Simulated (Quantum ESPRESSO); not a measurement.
**GaAs (F-43m): phonon frequency against volume, with a fit**

Wanted: a fit of frequency against volume for GaAs (F-43m), tested on a run that is left out of it.

Program: Quantum ESPRESSO 7.5. Level of theory: DFT LDA, scalar-relativistic, plane waves, GBRV ultrasoft pseudopotentials. Results are calculated unless marked as measured.

**1. Set-up**

It takes space group F-43m (No. 216, cubic). Conventional cell: a = 5.610 Å, b = 5.610 Å, c = 5.610 Å, α = 90.00°, β = 90.00°, γ = 90.00°. Ga has 4 As at 2.43 Å nearest. As has 4 Ga at 2.43 Å nearest. Farther neighbours are not listed.

This is the cell after its relaxation at this level of theory, not the database cell from which that began.

**2. Runs at several volumes**

The relaxed cell is scaled uniformly; in this structure symmetry fixes all atoms, so nothing has to be relaxed anew. Each volume gets a ground state and a response at Γ. The mode followed is the highest one without the macroscopic field, of symmetry T2; longitudinal polar modes lie higher. Cutoff 50 Ry, k mesh 8×8×8 with shifts.

From the response at V/V₀ = 0.94:

The program printed:

```text
[banners, grids, parts of the stress and lines that vanish by symmetry left out]
Program PHONON v.7.5
     Reading xml data from directory:

[...]
Exchange-correlation= PZ
                           (   1   1   0   0   0   0   0)
[...]
kinetic-energy cut-off    =      50.0000  Ry
     charge density cut-off    =     400.0000  Ry
     convergence threshold     =      1.0E-18
[...]
Exchange-correlation= PZ
                           (   1   1   0   0   0   0   0)
[...]
q = (   0.0000000   0.0000000   0.0000000 )
     25 Sym.Ops. (with q -> -q+G )
     G cutoff = 1092.6722  (  38013 G-vectors)     FFT grid: ( 48, 48, 48)
     G cutoff =  546.3361  (  13371 G-vectors)  smooth grid: ( 36, 36, 36)
     number of k points=    60
[...]
Mode symmetry, T_d (-43m)  point group:
[...]
Dielectric constant
[...]
End of electric fields calculation
          Dielectric constant in cartesian axis
          (      12.681915716      -0.000000000      -0.000000000 )
          (       0.000000000      12.681915716      -0.000000000 )
          (      -0.000000000      -0.000000000      12.681915716 )
          Effective charges (d Force / dE) in cartesian axis without acoustic sum rule applied (asr)
           atom    1  Ga    Mean Z*:        1.94821
      Ex  (        1.94821       -0.00000        0.00000 )
      Ey  (       -0.00000        1.94821        0.00000 )
      Ez  (        0.00000        0.00000        1.94821 )
           atom    2  As    Mean Z*:       -1.94989
      Ex  (       -1.94989        0.00000        0.00000 )
      Ey  (        0.00000       -1.94989       -0.00000 )
      Ez  (        0.00000       -0.00000       -1.94989 )
          Effective charges Sum: Mean:       -0.00169
[...]
Effective charges (d Force / dE) in cartesian axis with asr applied:
           atom    1  Ga    Mean Z*:        1.94905
[...]
atom    2  As    Mean Z*:       -1.94905
[...]
Representation #   1 modes #   1   2   3
[...]
End of self-consistent calculation
     Convergence has been achieved
     Representation #   2 modes #   4   5   6
[...]
End of self-consistent calculation
     Convergence has been achieved
[...]
Dielectric constant in cartesian axis
          (      12.681915716      -0.000000000      -0.000000000 )
          (       0.000000000      12.681915716      -0.000000000 )
          (      -0.000000000      -0.000000000      12.681915716 )
          Effective charges (d Force / dE) in cartesian axis without acoustic sum rule applied (asr)
           atom    1  Ga    Mean Z*:        1.94821
      Ex  (        1.94821       -0.00000        0.00000 )
      Ey  (       -0.00000        1.94821        0.00000 )
      Ez  (        0.00000        0.00000        1.94821 )
           atom    2  As    Mean Z*:       -1.94989
      Ex  (       -1.94989        0.00000        0.00000 )
      Ey  (        0.00000       -1.94989       -0.00000 )
      Ez  (        0.00000       -0.00000       -1.94989 )
          Effective charges Sum: Mean:       -0.00169
[...]
Effective charges (d Force / dE) in cartesian axis with asr applied:
           atom    1  Ga    Mean Z*:        1.94905
[...]
atom    2  As    Mean Z*:       -1.94905
[...]
q = (    0.000000000   0.000000000   0.000000000 )
[...]
freq (    1) =      -0.242910 [THz] =      -8.102601 [cm-1]
     freq (    2) =      -0.242910 [THz] =      -8.102601 [cm-1]
     freq (    3) =      -0.242910 [THz] =      -8.102601 [cm-1]
     freq (    4) =       8.719798 [THz] =     290.861141 [cm-1]
     freq (    5) =       8.719798 [THz] =     290.861141 [cm-1]
     freq (    6) =       8.719798 [THz] =     290.861141 [cm-1]
[...]
Mode symmetry, T_d (-43m)  point group:
     freq (   1-   3) =         -8.1  [cm-1]   --> T_2  G_15 P_4   I+R
     freq (   4-   6) =        290.9  [cm-1]   --> T_2  G_15 P_4   I+R

   JOB DONE.
```

One volume, V/V₀ = 1.03, is held back as a test.

| V/V₀ | volume (Å³/atom) | pressure (GPa) | ω (cm⁻¹) |
| --- | --- | --- | --- |
| 0.94 | 20.744 | 5.30 | 290.86 |
| 0.97 | 21.406 | 2.41 | 279.97 |
| 1 | 22.068 | -0.02 | 269.72 |
| 1.03 | 22.730 | -2.08 | held back |
| 1.06 | 23.392 | -3.81 | 250.81 |

**3. The fit**

The mode Grüneisen parameter is γ = −d ln ω / d ln V.

| ln(V/V₀) | ln ω |
| --- | --- |
| -0.0619 | 5.6728 |
| -0.0305 | 5.6347 |
| 0.0000 | 5.5974 |
| 0.0583 | 5.5247 |

A straight line through these points has the slope -1.234, so γ = 1.23; at V/V₀ = 1.03 it predicts ω = exp(5.5969 − 0.0365) = 259.93 cm⁻¹.

A parabola of pressure against ln V through V/V₀ = 0.97, 1 and 1.03 gives the bulk modulus B = −dP/d ln V = 75 GPa at V₀. With ω₀ from the fitted line the pressure coefficient follows as dω/dP = γ ω₀ / B = 1.23 × 269.6 / 75 = 4.45 cm⁻¹/GPa.

**4. The run that was held back**

The program printed:

```text
[banners, grids, parts of the stress and lines that vanish by symmetry left out]
[banner, memory and clock lines left out]
Program PHONON v.7.5

[...]
Exchange-correlation= PZ
                           (   1   1   0   0   0   0   0)
[...]
kinetic-energy cut-off    =      50.0000  Ry
     charge density cut-off    =     400.0000  Ry
     convergence threshold     =      1.0E-18
[...]
Exchange-correlation= PZ
                           (   1   1   0   0   0   0   0)
[...]
q = (   0.0000000   0.0000000   0.0000000 )
     25 Sym.Ops. (with q -> -q+G )
     G cutoff = 1161.3492  (  41391 G-vectors)     FFT grid: ( 50, 50, 50)
     G cutoff =  580.6746  (  14649 G-vectors)  smooth grid: ( 36, 36, 36)
     number of k points=    60
[...]
Mode symmetry, T_d (-43m)  point group:
[...]
Dielectric constant
[...]
End of electric fields calculation
          Dielectric constant in cartesian axis
          (      14.897445882       0.000000000       0.000000000 )
          (       0.000000000      14.897445882       0.000000000 )
          (       0.000000000       0.000000000      14.897445882 )
          Effective charges (d Force / dE) in cartesian axis without acoustic sum rule applied (asr)
           atom    1  Ga    Mean Z*:        2.12249
      Ex  (        2.12249        0.00000        0.00000 )
      Ey  (        0.00000        2.12249        0.00000 )
      Ez  (        0.00000        0.00000        2.12249 )
           atom    2  As    Mean Z*:       -2.12732
      Ex  (       -2.12732       -0.00000       -0.00000 )
[...]
Representation #   1 modes #   1   2   3
[...]
End of self-consistent calculation
     Convergence has been achieved
     Representation #   2 modes #   4   5   6
[...]
End of self-consistent calculation
     Convergence has been achieved
[...]
Dielectric constant in cartesian axis
          (      14.897445882       0.000000000       0.000000000 )
          (       0.000000000      14.897445882       0.000000000 )
          (       0.000000000       0.000000000      14.897445882 )
          Effective charges (d Force / dE) in cartesian axis without acoustic sum rule applied (asr)
           atom    1  Ga    Mean Z*:        2.12249
      Ex  (        2.12249        0.00000        0.00000 )
      Ey  (        0.00000        2.12249        0.00000 )
      Ez  (        0.00000        0.00000        2.12249 )
           atom    2  As    Mean Z*:       -2.12732
      Ex  (       -2.12732       -0.00000       -0.00000 )
      Ey  (       -0.00000       -2.12732       -0.00000 )
      Ez  (        0.00000       -0.00000       -2.12732 )
          Effective charges Sum: Mean:       -0.00484
[...]
Effective charges (d Force / dE) in cartesian axis with asr applied:
           atom    1  Ga    Mean Z*:        2.12490
[...]
atom    2  As    Mean Z*:       -2.12490
[...]
q = (    0.000000000   0.000000000   0.000000000 )
[...]
freq (    1) =      -0.179446 [THz] =      -5.985672 [cm-1]
     freq (    2) =      -0.179446 [THz] =      -5.985672 [cm-1]
     freq (    3) =      -0.179446 [THz] =      -5.985672 [cm-1]
     freq (    4) =       7.796451 [THz] =     260.061618 [cm-1]
     freq (    5) =       7.796451 [THz] =     260.061618 [cm-1]
     freq (    6) =       7.796451 [THz] =     260.061618 [cm-1]
[...]
Mode symmetry, T_d (-43m)  point group:
     freq (   1-   3) =         -6.0  [cm-1]   --> T_2  G_15 P_4   I+R
     freq (   4-   6) =        260.1  [cm-1]   --> T_2  G_15 P_4   I+R
```

It gives 260.06 cm⁻¹ against the predicted 259.93 cm⁻¹, a miss of 0.1 cm⁻¹.

**5. Results**

| Quantity | Value |
| --- | --- |
| mode Grüneisen parameter | 1.234 |
| bulk modulus | 74.7 GPa |
| pressure coefficient | 4.45 cm⁻¹/GPa |

What this shows: The highest optical mode of GaAs (F-43m) without the LO-TO term stiffens by 4.45 cm⁻¹ a GPa near the relaxed volume, with γ = 1.23. The power law meets all 5 runs within 0.05 %; between neighbouring volumes γ runs from 1.21 to 1.26. Such a coefficient turns a measured shift of this mode into a hydrostatic stress; uniaxial or biaxial stress splits the mode and needs deformation potentials. These are harmonic values at zero temperature for the structure held cubic, which a run at Γ can't show to be stable; the bulk modulus rests on three points.

[Host names and launcher messages were left out of these logs when they were recorded.]

[Logs are printed without paths, hosts, clocks, repeated set-up lines and the standing remarks that a program may print on its own settings, such as how far it seeks lower states.]

[Hosts, paths, dates, database ids (printed as entryN), source tags and the programs' standing remarks are cut or masked in the printed files.]
